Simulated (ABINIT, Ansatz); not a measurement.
# SnGeSe3 (Pm-3m): zone-centre phonons, part 4 of 5

Which modes does SnGeSe3 (Pm-3m) have at the zone centre?

ABINIT 10.8.3; DFT LDA, scalar-relativistic, plane waves, HGH norm-conserving pseudopotentials.

So far, highest optical zone-centre mode (no LO-TO term) (cm⁻¹): step 7 (modes with the sum rule) 204. The relaxed cell has a = 4.901 Å (conventional setting).

The structure was built from a prototype and need not be the compound's stable phase.

## (8) Sum rules set otherwise (asr 0)

Without the rule the raw error of the acoustic modes shows.

The input, anaddb.abi:

```
ddb_filepath "gamma_DDB"
output_file "anaddb.abo"
outdata_prefix "anaddb"
asr 0
chneut 0
enunit 2
eivec 1
nph1l 1
qph1l 0.0 0.0 0.0 1.0
```

The input, mrgddb.in:

```
gamma_DDB
merged
2
dfpt_gammao_DDB
gso_DDB
```

The run is started by

```bash
mrgddb < mrgddb.in > mrgddb.log
OMP_NUM_THREADS=1 anaddb anaddb.abi > anaddb.log
```

anaddb.abo, the main output file:

```text
-outvars_anaddb: echo values of input variables ----------------------

 Miscellaneous information :
      enunit         2
       eivec         1
      chneut         0
 First list of wavevector (reduced coord.) :
       nph1l         1
       qph1l
                     0.00000000E+00  0.00000000E+00  0.00000000E+00    1.000E+00

================================================================================

 read the DDB information and perform some checks

  ==== Info on the Cryst% object ====
 Real(R)+Recip(G) space primitive vectors, cartesian coordinates (Bohr,Bohr^-1):
 R(1)=  9.2608546  0.0000000  0.0000000  G(1)=  0.1079814  0.0000000  0.0000000
 R(2)=  0.0000000  9.2608546  0.0000000  G(2)=  0.0000000  0.1079814  0.0000000
 R(3)=  0.0000000  0.0000000  9.2608546  G(3)=  0.0000000  0.0000000  0.1079814
 Unit cell volume ucvol=  7.9424264E+02 bohr^3
 Angles (23,13,12)=  9.00000000E+01  9.00000000E+01  9.00000000E+01 degrees
 Time-reversal symmetry is present
 Reduced atomic positions [iatom, xred, symbol]:
    1)    0.0000000  0.0000000  0.0000000  Sn
    2)    0.5000000  0.5000000  0.5000000  Ge
    3)    0.5000000  0.5000000  0.0000000  Se
    4)    0.5000000  0.0000000  0.5000000  Se
    5)    0.0000000  0.5000000  0.5000000  Se

 DDB file with 3 blocks has been read.

================================================================================

 Treat the first list of vectors

  Phonon wavevector (reduced coordinates) :  0.00000  0.00000  0.00000
 Phonon energies in Hartree :
  -5.132426E-04 -5.132426E-04 -5.132426E-04 -3.572200E-04 -3.572200E-04
  -3.572200E-04 -2.074687E-04 -2.074687E-04 -2.074687E-04  1.352043E-05
   1.352043E-05  1.352043E-05  9.273594E-04  9.273594E-04  9.273594E-04
 Phonon energies in meV     :
- -1.396604E+01 -1.396604E+01 -1.396604E+01 -9.720451E+00 -9.720451E+00
- -9.720451E+00 -5.645510E+00 -5.645510E+00 -5.645510E+00  3.679096E-01
-  3.679096E-01  3.679096E-01  2.523473E+01  2.523473E+01  2.523473E+01
 Phonon frequencies in cm-1    :
- -1.126437E+02 -1.126437E+02 -1.126437E+02 -7.840073E+01 -7.840073E+01
- -7.840073E+01 -4.553411E+01 -4.553411E+01 -4.553411E+01  2.967391E+00
-  2.967391E+00  2.967391E+00  2.035319E+02  2.035319E+02  2.035319E+02
 Phonon frequencies in Thz     :
- -3.376974E+00 -3.376974E+00 -3.376974E+00 -2.350395E+00 -2.350395E+00
- -2.350395E+00 -1.365078E+00 -1.365078E+00 -1.365078E+00  8.896014E-02
-  8.896014E-02  8.896014E-02  6.101731E+00  6.101731E+00  6.101731E+00
 Phonon energies in Kelvin  :
- -1.620692E+02 -1.620692E+02 -1.620692E+02 -1.128012E+02 -1.128012E+02
- -1.128012E+02 -6.551342E+01 -6.551342E+01 -6.551342E+01  4.269413E+00
-  4.269413E+00  4.269413E+00  2.928369E+02  2.928369E+02  2.928369E+02

 Eigendisplacements
 (will be given, for each mode : in cartesian coordinates
   for each atom the real part of the displacement vector,
   then the imaginary part of the displacement vector - absolute values smaller than 1.0d-7 are set to zero)
  Mode number    1   Energy   -5.132426E-04
 Attention : low frequency mode.
   (Could be unstable or acoustic mode)
-  1  0.00000000E+00  0.00000000E+00  1.34888396E-03
-     0.00000000E+00  0.00000000E+00  0.00000000E+00
-  2  0.00000000E+00  0.00000000E+00  6.73870944E-04
-     0.00000000E+00  0.00000000E+00  0.00000000E+00
-  3  0.00000000E+00  0.00000000E+00  1.06170488E-04
-     0.00000000E+00  0.00000000E+00  0.00000000E+00
-  4  0.00000000E+00  0.00000000E+00 -1.37536514E-03
-     0.00000000E+00  0.00000000E+00  0.00000000E+00
-  5  0.00000000E+00  0.00000000E+00 -1.37536514E-03
-     0.00000000E+00  0.00000000E+00  0.00000000E+00
  Mode number    2   Energy   -5.132426E-04
 Attention : low frequency mode.
   (Could be unstable or acoustic mode)
-  1  0.00000000E+00 -1.34888396E-03  0.00000000E+00
-     0.00000000E+00  0.00000000E+00  0.00000000E+00
-  2  0.00000000E+00 -6.73870944E-04  0.00000000E+00
-     0.00000000E+00  0.00000000E+00  0.00000000E+00
-  3  0.00000000E+00  1.37536514E-03  0.00000000E+00
-     0.00000000E+00  0.00000000E+00  0.00000000E+00
-  4  0.00000000E+00 -1.06170488E-04  0.00000000E+00
-     0.00000000E+00  0.00000000E+00  0.00000000E+00
-  5  0.00000000E+00  1.37536514E-03  0.00000000E+00
-     0.00000000E+00  0.00000000E+00  0.00000000E+00
  Mode number    3   Energy   -5.132426E-04
 Attention : low frequency mode.
   (Could be unstable or acoustic mode)
-  1  1.34888396E-03  0.00000000E+00  0.00000000E+00
-     0.00000000E+00  0.00000000E+00  0.00000000E+00
-  2  6.73870944E-04  0.00000000E+00  0.00000000E+00
-     0.00000000E+00  0.00000000E+00  0.00000000E+00
-  3 -1.37536514E-03  0.00000000E+00  0.00000000E+00
-     0.00000000E+00  0.00000000E+00  0.00000000E+00
-  4 -1.37536514E-03  0.00000000E+00  0.00000000E+00
-     0.00000000E+00  0.00000000E+00  0.00000000E+00
-  5  1.06170488E-04  0.00000000E+00  0.00000000E+00
-     0.00000000E+00  0.00000000E+00  0.00000000E+00
  Mode number    4   Energy   -3.572200E-04
 Attention : low frequency mode.
   (Could be unstable or acoustic mode)
-  1  0.00000000E+00  0.00000000E+00  0.00000000E+00
-     0.00000000E+00  0.00000000E+00  0.00000000E+00
-  2  0.00000000E+00  0.00000000E+00  0.00000000E+00
-     0.00000000E+00  0.00000000E+00  0.00000000E+00
-  3  0.00000000E+00  0.00000000E+00  0.00000000E+00
-     0.00000000E+00  0.00000000E+00  0.00000000E+00
-  4  0.00000000E+00  0.00000000E+00  1.86380890E-03
-     0.00000000E+00  0.00000000E+00  0.00000000E+00
-  5  0.00000000E+00  0.00000000E+00 -1.86380890E-03
-     0.00000000E+00  0.00000000E+00  0.00000000E+00
  Mode number    5   Energy   -3.572200E-04
 Attention : low frequency mode.
   (Could be unstable or acoustic mode)
-  1  0.00000000E+00  0.00000000E+00  0.00000000E+00
-     0.00000000E+00  0.00000000E+00  0.00000000E+00
-  2  0.00000000E+00  0.00000000E+00  0.00000000E+00
-     0.00000000E+00  0.00000000E+00  0.00000000E+00
-  3  0.00000000E+00 -1.86380890E-03  0.00000000E+00
-     0.00000000E+00  0.00000000E+00  0.00000000E+00
-  4  0.00000000E+00  0.00000000E+00  0.00000000E+00
-     0.00000000E+00  0.00000000E+00  0.00000000E+00
-  5  0.00000000E+00  1.86380890E-03  0.00000000E+00
-     0.00000000E+00  0.00000000E+00  0.00000000E+00
  Mode number    6   Energy   -3.572200E-04
 Attention : low frequency mode.
   (Could be unstable or acoustic mode)
-  1  0.00000000E+00  0.00000000E+00  0.00000000E+00
-     0.00000000E+00  0.00000000E+00  0.00000000E+00
-  2  0.00000000E+00  0.00000000E+00  0.00000000E+00
-     0.00000000E+00  0.00000000E+00  0.00000000E+00
-  3  1.86380890E-03  0.00000000E+00  0.00000000E+00
-     0.00000000E+00  0.00000000E+00  0.00000000E+00
-  4 -1.86380890E-03  0.00000000E+00  0.00000000E+00
-     0.00000000E+00  0.00000000E+00  0.00000000E+00
-  5  0.00000000E+00  0.00000000E+00  0.00000000E+00
-     0.00000000E+00  0.00000000E+00  0.00000000E+00
  Mode number    7   Energy   -2.074687E-04
 Attention : low frequency mode.
   (Could be unstable or acoustic mode)
-  1  0.00000000E+00  0.00000000E+00  1.23270703E-03
-     0.00000000E+00  0.00000000E+00  0.00000000E+00
-  2  0.00000000E+00  0.00000000E+00 -1.85914754E-03
-     0.00000000E+00  0.00000000E+00  0.00000000E+00
-  3  0.00000000E+00  0.00000000E+00 -1.03913587E-03
-     0.00000000E+00  0.00000000E+00  0.00000000E+00
-  4  0.00000000E+00  0.00000000E+00  4.49864411E-04
-     0.00000000E+00  0.00000000E+00  0.00000000E+00
-  5  0.00000000E+00  0.00000000E+00  4.49864411E-04
-     0.00000000E+00  0.00000000E+00  0.00000000E+00
  Mode number    8   Energy   -2.074687E-04
 Attention : low frequency mode.
   (Could be unstable or acoustic mode)
-  1  0.00000000E+00  1.23270703E-03  0.00000000E+00
-     0.00000000E+00  0.00000000E+00  0.00000000E+00
-  2  0.00000000E+00 -1.85914754E-03  0.00000000E+00
-     0.00000000E+00  0.00000000E+00  0.00000000E+00
-  3  0.00000000E+00  4.49864411E-04  0.00000000E+00
-     0.00000000E+00  0.00000000E+00  0.00000000E+00
-  4  0.00000000E+00 -1.03913587E-03  0.00000000E+00
-     0.00000000E+00  0.00000000E+00  0.00000000E+00
-  5  0.00000000E+00  4.49864411E-04  0.00000000E+00
-     0.00000000E+00  0.00000000E+00  0.00000000E+00
  Mode number    9   Energy   -2.074687E-04
 Attention : low frequency mode.
   (Could be unstable or acoustic mode)
-  1  1.23270703E-03  0.00000000E+00  0.00000000E+00
-     0.00000000E+00  0.00000000E+00  0.00000000E+00
-  2 -1.85914754E-03  0.00000000E+00  0.00000000E+00
-     0.00000000E+00  0.00000000E+00  0.00000000E+00
-  3  4.49864411E-04  0.00000000E+00  0.00000000E+00
-     0.00000000E+00  0.00000000E+00  0.00000000E+00
-  4  4.49864411E-04  0.00000000E+00  0.00000000E+00
-     0.00000000E+00  0.00000000E+00  0.00000000E+00
-  5 -1.03913587E-03  0.00000000E+00  0.00000000E+00
-     0.00000000E+00  0.00000000E+00  0.00000000E+00
  Mode number   10   Energy    1.352043E-05
-  1  0.00000000E+00  0.00000000E+00 -1.13035726E-03
-     0.00000000E+00  0.00000000E+00  0.00000000E+00
-  2  0.00000000E+00  0.00000000E+00 -1.13302083E-03
-     0.00000000E+00  0.00000000E+00  0.00000000E+00
-  3  0.00000000E+00  0.00000000E+00 -1.13225180E-03
-     0.00000000E+00  0.00000000E+00  0.00000000E+00
-  4  0.00000000E+00  0.00000000E+00 -1.13228645E-03
-     0.00000000E+00  0.00000000E+00  0.00000000E+00
-  5  0.00000000E+00  0.00000000E+00 -1.13228645E-03
-     0.00000000E+00  0.00000000E+00  0.00000000E+00
  Mode number   11   Energy    1.352043E-05
-  1  0.00000000E+00 -1.13035726E-03  0.00000000E+00
-     0.00000000E+00  0.00000000E+00  0.00000000E+00
-  2  0.00000000E+00 -1.13302083E-03  0.00000000E+00
-     0.00000000E+00  0.00000000E+00  0.00000000E+00
-  3  0.00000000E+00 -1.13228645E-03  0.00000000E+00
-     0.00000000E+00  0.00000000E+00  0.00000000E+00
-  4  0.00000000E+00 -1.13225180E-03  0.00000000E+00
-     0.00000000E+00  0.00000000E+00  0.00000000E+00
-  5  0.00000000E+00 -1.13228645E-03  0.00000000E+00
-     0.00000000E+00  0.00000000E+00  0.00000000E+00
  Mode number   12   Energy    1.352043E-05
-  1  1.13035726E-03  0.00000000E+00  0.00000000E+00
-     0.00000000E+00  0.00000000E+00  0.00000000E+00
-  2  1.13302083E-03  0.00000000E+00  0.00000000E+00
-     0.00000000E+00  0.00000000E+00  0.00000000E+00
-  3  1.13228645E-03  0.00000000E+00  0.00000000E+00
-     0.00000000E+00  0.00000000E+00  0.00000000E+00
-  4  1.13228645E-03  0.00000000E+00  0.00000000E+00
-     0.00000000E+00  0.00000000E+00  0.00000000E+00
-  5  1.13225180E-03  0.00000000E+00  0.00000000E+00
-     0.00000000E+00  0.00000000E+00  0.00000000E+00
  Mode number   13   Energy    9.273594E-04
-  1  0.00000000E+00  0.00000000E+00  6.64438559E-05
-     0.00000000E+00  0.00000000E+00  0.00000000E+00
-  2  0.00000000E+00  0.00000000E+00  1.53651834E-03
-     0.00000000E+00  0.00000000E+00  0.00000000E+00
-  3  0.00000000E+00  0.00000000E+00 -2.13880751E-03
-     0.00000000E+00  0.00000000E+00  0.00000000E+00
-  4  0.00000000E+00  0.00000000E+00  3.12576016E-04
-     0.00000000E+00  0.00000000E+00  0.00000000E+00
-  5  0.00000000E+00  0.00000000E+00  3.12576016E-04
-     0.00000000E+00  0.00000000E+00  0.00000000E+00
  Mode number   14   Energy    9.273594E-04
-  1  0.00000000E+00 -6.64438559E-05  0.00000000E+00
-     0.00000000E+00  0.00000000E+00  0.00000000E+00
-  2  0.00000000E+00 -1.53651834E-03  0.00000000E+00
-     0.00000000E+00  0.00000000E+00  0.00000000E+00
-  3  0.00000000E+00 -3.12576016E-04  0.00000000E+00
-     0.00000000E+00  0.00000000E+00  0.00000000E+00
-  4  0.00000000E+00  2.13880751E-03  0.00000000E+00
-     0.00000000E+00  0.00000000E+00  0.00000000E+00
-  5  0.00000000E+00 -3.12576016E-04  0.00000000E+00
-     0.00000000E+00  0.00000000E+00  0.00000000E+00
  Mode number   15   Energy    9.273594E-04
-  1  6.64438559E-05  0.00000000E+00  0.00000000E+00
-     0.00000000E+00  0.00000000E+00  0.00000000E+00
-  2  1.53651834E-03  0.00000000E+00  0.00000000E+00
-     0.00000000E+00  0.00000000E+00  0.00000000E+00
-  3  3.12576016E-04  0.00000000E+00  0.00000000E+00
-     0.00000000E+00  0.00000000E+00  0.00000000E+00
-  4  3.12576016E-04  0.00000000E+00  0.00000000E+00
-     0.00000000E+00  0.00000000E+00  0.00000000E+00
-  5 -2.13880751E-03  0.00000000E+00  0.00000000E+00
-     0.00000000E+00  0.00000000E+00  0.00000000E+00

 Analysis of degeneracies and characters (maximum tolerance=1.00E-06 a.u.)
 For each vibration mode, or group of modes if degenerate,
 the characters are given for each symmetry operation (see the list in the log file).
 Symmetry characters of vibration mode #   1
       degenerate with vibration modes #   2 to    3
  3.0 -3.0 -1.0  1.0 -1.0  1.0 -1.0  1.0  1.0 -1.0 -1.0  1.0  1.0 -1.0 -1.0  1.0
  0.0 -0.0 -0.0  0.0  0.0 -0.0  0.0 -0.0  1.0 -1.0 -1.0  1.0 -1.0  1.0  1.0 -1.0
  0.0 -0.0  0.0 -0.0  0.0 -0.0 -0.0  0.0  1.0 -1.0  1.0 -1.0 -1.0  1.0 -1.0  1.0
 Symmetry characters of vibration mode #   4
       degenerate with vibration modes #   5 to    6
  3.0 -3.0 -1.0  1.0 -1.0  1.0 -1.0  1.0 -1.0  1.0  1.0 -1.0 -1.0  1.0  1.0 -1.0
 -0.0  0.0 -0.0  0.0  0.0 -0.0  0.0 -0.0 -1.0  1.0  1.0 -1.0  1.0 -1.0 -1.0  1.0
 -0.0  0.0  0.0 -0.0  0.0 -0.0 -0.0  0.0 -1.0  1.0 -1.0  1.0  1.0 -1.0  1.0 -1.0
 Symmetry characters of vibration mode #   7
       degenerate with vibration modes #   8 to    9
  3.0 -3.0 -1.0  1.0 -1.0  1.0 -1.0  1.0  1.0 -1.0 -1.0  1.0  1.0 -1.0 -1.0  1.0
 -0.0  0.0 -0.0  0.0  0.0 -0.0  0.0 -0.0  1.0 -1.0 -1.0  1.0 -1.0  1.0  1.0 -1.0
 -0.0  0.0  0.0 -0.0  0.0 -0.0 -0.0  0.0  1.0 -1.0  1.0 -1.0 -1.0  1.0 -1.0  1.0
 Symmetry characters of vibration mode #  10
       degenerate with vibration modes #  11 to   12
  3.0 -3.0 -1.0  1.0 -1.0  1.0 -1.0  1.0  1.0 -1.0 -1.0  1.0  1.0 -1.0 -1.0  1.0
 -0.0  0.0 -0.0  0.0  0.0 -0.0  0.0 -0.0  1.0 -1.0 -1.0  1.0 -1.0  1.0  1.0 -1.0
 -0.0  0.0  0.0 -0.0  0.0 -0.0 -0.0  0.0  1.0 -1.0  1.0 -1.0 -1.0  1.0 -1.0  1.0
 Symmetry characters of vibration mode #  13
       degenerate with vibration modes #  14 to   15
  3.0 -3.0 -1.0  1.0 -1.0  1.0 -1.0  1.0  1.0 -1.0 -1.0  1.0  1.0 -1.0 -1.0  1.0
  0.0 -0.0 -0.0  0.0 -0.0  0.0  0.0 -0.0  1.0 -1.0 -1.0  1.0 -1.0  1.0  1.0 -1.0
  0.0 -0.0 -0.0  0.0  0.0 -0.0 -0.0  0.0  1.0 -1.0  1.0 -1.0 -1.0  1.0 -1.0  1.0
-
```

The job ended after 0.5 s (1 thread of Arm Neoverse V1, shared host).

Numbers from this step:

* lowest optical zone-centre mode: -112.6 cm⁻¹

Zone-centre frequencies as printed; negative means imaginary. Modes:

```csv
mode,frequency (cm⁻¹)
1,-112.6
2,-112.6
3,-112.6
4,-78.4
5,-78.4
6,-78.4
7,-45.53
8,-45.53
9,-45.53
10,2.97
11,2.97
12,2.97
13,203.5
14,203.5
15,203.5
```

[end of part 4 of 5]

[Host names and launcher messages were left out of these logs when they were recorded.]

[Logs are printed without paths, hosts, clocks, repeated set-up lines and the standing remarks that a program may print on its own settings, such as how far it seeks lower states.]

[Hosts, paths, dates, database ids (printed as entryN), source tags and the programs' standing remarks are cut or masked in the printed files.]
